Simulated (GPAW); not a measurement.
# How CsSnI3 absorbs and reflects light

Aim: the dielectric function of CsSnI3, and the optical constants that follow from it. The cell comes from an older database entry, whose edges can differ from later determinations, mostly by under a per cent.

Method: DFT, LDA, plane-wave PAW (GPAW data sets), scalar-relativistic, RPA, optical limit, in GPAW 26.7.0.

Most raw output is cut from this account.

The database entry behind the starting cell lists a temperature of 500 K, so it need not match the best structure at ambient conditions.

**1. The structure**

It takes space group Pm-3m (No. 221, cubic). The conventional cell has a = 6.206 Å, b = 6.206 Å, c = 6.206 Å, α = 90.00°, β = 90.00°, γ = 90.00°. Nearest to Cs lie 12 I at 4.39 Å. Nearest to I lie 2 Sn at 3.10 Å and 4 Cs at 4.39 Å. Nearest to Sn lie 6 I at 3.10 Å. Farther neighbours and most contacts between anions are not listed.

**2. Ground state**

The self-consistent density comes first; it also tells whether there is a gap, which decides the occupations and the need for a Drude term.

This step: DFT, LDA, plane-wave PAW (GPAW data sets), scalar-relativistic, ground state (GPAW 26.7.0).

The input, gs.py:

```python
from ase import Atoms
from ase.dft.bandgap import bandgap
from gpaw import GPAW, PW, FermiDirac

atoms = Atoms(['Cs', 'I', 'I', 'I', 'Sn'],
              cell=[[6.205700000000, 0.000000000000, 0.000000000000],
                    [0.000000000000, 6.205700000000, 0.000000000000],
                    [0.000000000000, 0.000000000000, 6.205700000000]],
              scaled_positions=[[0.000000000000, 0.000000000000, 0.000000000000],
                                [0.500000000000, 0.500000000000, 0.000000000000],
                                [0.500000000000, 0.000000000000, 0.500000000000],
                                [0.000000000000, 0.500000000000, 0.500000000000],
                                [0.500000000000, 0.500000000000, 0.500000000000]],
              pbc=[True, True, True])
atoms.calc = GPAW(mode=PW(500), xc='LDA', kpts={'size': (4, 4, 4), 'gamma': True},
                  occupations=FermiDirac(0.05), maxiter=150, txt='gs.txt')
print('energy (eV)', atoms.get_potential_energy())
print('Fermi level (eV)', atoms.calc.get_fermi_level())
print('valence electrons', atoms.calc.get_number_of_electrons())
print('gap (eV)', bandgap(atoms.calc, output=None)[0])
print('direct gap (eV)', bandgap(atoms.calc, direct=True, output=None)[0])
atoms.calc.write('gs.gpw')
```

Run with:

```console
OMP_NUM_THREADS=1 python gs.py
```

Elapsed: 27 s, on 1 thread of Arm Neoverse V1, shared host; peak memory 0.25 GiB.

Numbers from this step:

```
energy                 : -16.11 eV
Fermi energy           : 3.191 eV
gap on the k-mesh      : 0.2694 eV
direct gap on the mesh : 0.2694 eV
electrons              : 44
```

There is a gap, 0.27 eV on this mesh (points off the mesh can give less), so no carriers' term is needed.

**3. Bands for the response**

At the fixed density, many empty bands are solved on the mesh of the response, since the spectrum sums over them.

This step: DFT, LDA, plane-wave PAW (GPAW data sets), scalar-relativistic, bands at fixed density (GPAW 26.7.0).

The input, nscf.py:

```python
from ase.dft.bandgap import bandgap
from gpaw import GPAW, FermiDirac

calc = GPAW('gs.gpw').fixed_density(kpts={'size': (6, 6, 6), 'gamma': True}, nbands=103, convergence={'bands': 97},
                                    occupations=FermiDirac(0.001), txt='nscf.txt')
print('gap (eV)', bandgap(calc, output=None)[0])
print('direct gap (eV)', bandgap(calc, direct=True, output=None)[0])
print('top band over the Fermi level (eV)', min(calc.get_eigenvalues(kpt=k)[96] for k in range(len(calc.get_ibz_k_points()))) - calc.get_fermi_level())
calc.write('full.gpw', mode='all')
```

Run with:

```console
OMP_NUM_THREADS=1 python nscf.py
```

The job ended after 17 min (1 thread; peak memory 0.48 GiB).

**4. Dielectric function, RPA**

Transitions between filled and empty bands, summed over the zone, give the optical response, so mesh, band count and broadening shape it.

The induced potential is part of this response.

This step: DFT, LDA, plane-wave PAW (GPAW data sets), scalar-relativistic, RPA, optical limit (GPAW 26.7.0).

The input, df.py:

```python
from gpaw.response.df import DielectricFunction

df = DielectricFunction('full.gpw', frequencies={'type': 'nonlinear', 'domega0': 0.03, 'omega2': 8},
                        ecut=50,
                        eta=0.1,
                        nbands=97,
                        txt='df.txt')
for direction in ['x']:
    df.get_dielectric_function(xc='RPA', direction=direction, filename=f'df_{direction}.csv')
```

Run with:

```console
OMP_NUM_THREADS=1 python df.py
```

Wall time 74 s (1 thread); peak memory 0.96 GiB.

Numbers from this step:

```
electronic dielectric constant ε∞, mean over x, y and z (by symmetry where fewer were run) : 33.76
```

The Im ε, E ∥ x has structure finer than the step of the table below, so its rows give means over 0.5 eV, whole bins alone (the curve runs from 0 to 15.0 eV). Peaks (eV: height): 0.27: 32.6, 0.94: 13.8, 1.52: 13.0, 1.95: 14.8.

Sum at mesh points, not converged in k; values under the direct gap are tails of Lorentzian lines. Im ε, E ∥ x against photon energy; means over each step:

photon energy (eV), Im ε, E ∥ x and a bar:
```
      0.5       11.1 ##############################
      1.0        8.1 #####################
      1.5        9.8 ##########################
      2.0        9.9 ##########################
      2.5        6.8 #################
      3.0        3.9 #########
      3.5        3.7 #########
      4.0        3.0 ######
      4.5        1.9 ###
      5.0        2.1 ####
      5.5        2.7 #####
      6.0        3.4 #######
      6.5        2.9 ######
      7.0        2.1 ####
      7.5        2.0 ###
      8.0        2.3 ####
      8.5        2.4 ####
      9.0        2.2 ####
      9.5        1.4 ##
     10.0        1.2 #
     10.5        1.1 #
     11.0        0.9 
     11.5        1.0 
     12.0        1.1 #
     12.5        1.2 #
     13.0        1.1 #
     13.5        1.0 #
     14.0        0.9 
     14.5        0.8
```

The reflectivity at normal incidence, E ∥ x has structure finer than the step of the table below, so its rows give means over 0.5 eV, whole bins alone (the curve runs from 0 to 15.0 eV). Peaks (eV: height): 0.27: 56.9, 0.94: 42.2, 1.56: 41.8, 2.06: 47.3, 2.51: 44.4, 3.89: 27.9, 9.35: 23.9.

Sum at mesh points, not converged in k. Reflectivity at normal incidence, E ∥ x against photon energy; means over each step:

```
photon energy (eV)  reflectivity at normal incidence, E ∥ x (%)
               0.5                                         36.9
               1.0                                         34.7
               1.5                                         36.5
               2.0                                         39.2
               2.5                                         37.9
               3.0                                         23.8
               3.5                                         22.4
               4.0                                         23.2
               4.5                                         10.7
               5.0                                         11.1
               5.5                                         14.4
               6.0                                         18.9
               6.5                                         19.9
               7.0                                         16.1
               7.5                                         12.5
               8.0                                         14.0
               8.5                                         17.7
               9.0                                         20.6
               9.5                                         20.1
              10.0                                         13.0
              10.5                                         10.6
              11.0                                         8.98
              11.5                                         5.95
              12.0                                         7.30
              12.5                                         8.18
              13.0                                         8.98
              13.5                                         8.66
              14.0                                         8.49
              14.5                                         6.73
```

The loss function −Im 1/ε at q → 0, E ∥ x has structure finer than the step of the table below, so its rows give means over 0.5 eV, whole bins alone (the curve runs from 0 to 15.0 eV). Peaks (eV: height): 4.20: 0.518, 7.15: 0.508, 10.31: 0.890, 11.03: 0.988, 14.22: 0.968.

Sum at mesh points, not converged in k; values under the direct gap are tails of Lorentzian lines. Loss function −Im 1/ε at q → 0, E ∥ x against energy loss; means over each step:

```
energy loss (eV)  loss function −Im 1/ε at q → 0, E ∥ x
             0.5                                 0.0572
             1.0                                 0.0516
             1.5                                 0.0701
             2.0                                 0.0921
             2.5                                  0.150
             3.0                                  0.248
             3.5                                  0.252
             4.0                                  0.362
             4.5                                  0.375
             5.0                                  0.245
             5.5                                  0.256
             6.0                                  0.241
             6.5                                  0.339
             7.0                                  0.446
             7.5                                  0.408
             8.0                                  0.371
             8.5                                  0.409
             9.0                                  0.462
             9.5                                  0.730
            10.0                                  0.800
            10.5                                  0.818
            11.0                                  0.900
            11.5                                  0.657
            12.0                                  0.677
            12.5                                  0.649
            13.0                                  0.781
            13.5                                  0.804
            14.0                                  0.899
            14.5                                  0.862
```

The Im ε, E ∥ x has structure finer than the step of the table below, so its rows give means over 0.5 eV, whole bins alone (the curve runs from 0 to 15.0 eV). Peaks (eV: height): without local fields 0.27: 33.6, 0.94: 14.9, 1.52: 13.8, 1.95: 15.6; with local fields 0.27: 32.6, 0.94: 13.8, 1.52: 13.0, 1.95: 14.8.

Sum at mesh points, not converged in k; values under the direct gap are tails of Lorentzian lines. Table of Im ε, E ∥ x by photon energy; means over each step:

```
photon energy (eV)  without local fields  with local fields
               0.5                  11.4               11.1
               1.0                  8.68               8.05
               1.5                  10.5               9.82
               2.0                  10.4               9.89
               2.5                  7.02               6.83
               3.0                  4.22               3.87
               3.5                  4.07               3.75
               4.0                  3.20               2.96
               4.5                  2.34               1.91
               5.0                  2.74               2.13
               5.5                  3.90               2.69
               6.0                  5.27               3.39
               6.5                  3.98               2.89
               7.0                  2.91               2.14
               7.5                  3.08               2.03
               8.0                  3.52               2.28
               8.5                  3.21               2.37
               9.0                  2.45               2.16
               9.5                  1.69               1.38
              10.0                  1.61               1.20
              10.5                  1.40               1.10
              11.0                  1.08              0.918
              11.5                  1.28              0.986
              12.0                  1.30               1.09
              12.5                  1.59               1.18
              13.0                  1.87               1.07
              13.5                  1.72               1.03
              14.0                  1.49              0.914
              14.5                  1.17              0.836
```

Optical constants at common wavelengths, from n + ik = √ε:

```
wavelength (nm)     n      k  R (%)    1/α
           1064  2.95  0.878   28.0  97 nm
            800  3.03  2.130   41.7  30 nm
            633  3.06  2.399   45.0  21 nm
            532  2.36  1.769   34.5  24 nm
            365  1.51  1.316   24.8  22 nm
            248  1.61  0.608   10.3  32 nm
            193  1.32  1.135   20.8  14 nm
```

Below the direct gap, k and the depth come from the tails of the Lorentzian lines, not from transitions.

Rows near the edge hang on the gap, which this functional as a rule makes too small, and phonon-assisted absorption is left out.

**5. Summary of results**

| Item | Value |
| --- | --- |
| electronic dielectric constant ε∞, mean over x, y and z (by symmetry where fewer were run) (RPA) | 33.8 |

At this level (LDA, RPA) CsSnI3 has ε∞ = 33.8 and n = 3.78 at 1550 nm. On the mesh the gap is 0.27 eV and the least direct gap 0.27 eV. Local fields change the static value along x from 35.67 to 33.76 (-5 %). Excitons and phonon-assisted transitions are missing; LDA gaps are as a rule too small, which pulls the onset down and ε∞ up. Spin-orbit coupling is left out although heavy atoms are present. The gap is small and seen on the mesh alone; bands may touch between the points, and no carriers' term was added. The sum runs over mesh points 0.17 Å⁻¹ apart with no interpolation, so peaks are partly noise of the mesh; over so small a direct gap single mesh points weigh heavily, so ε∞, n and their changes from run to run can be far off. Besides steps told in other documents, this task had 1 step that ran out of time; those not told in a step above aren't shown.

[Machine, clock and banner lines and Python warnings are left out of the logs.]

[Logs are printed without paths, hosts, clocks, repeated set-up lines and the standing remarks that a program may print on its own settings, such as how far it seeks lower states.]

[Hosts, paths, dates, database ids (printed as entryN), source tags and the programs' standing remarks are cut or masked in the printed files.]
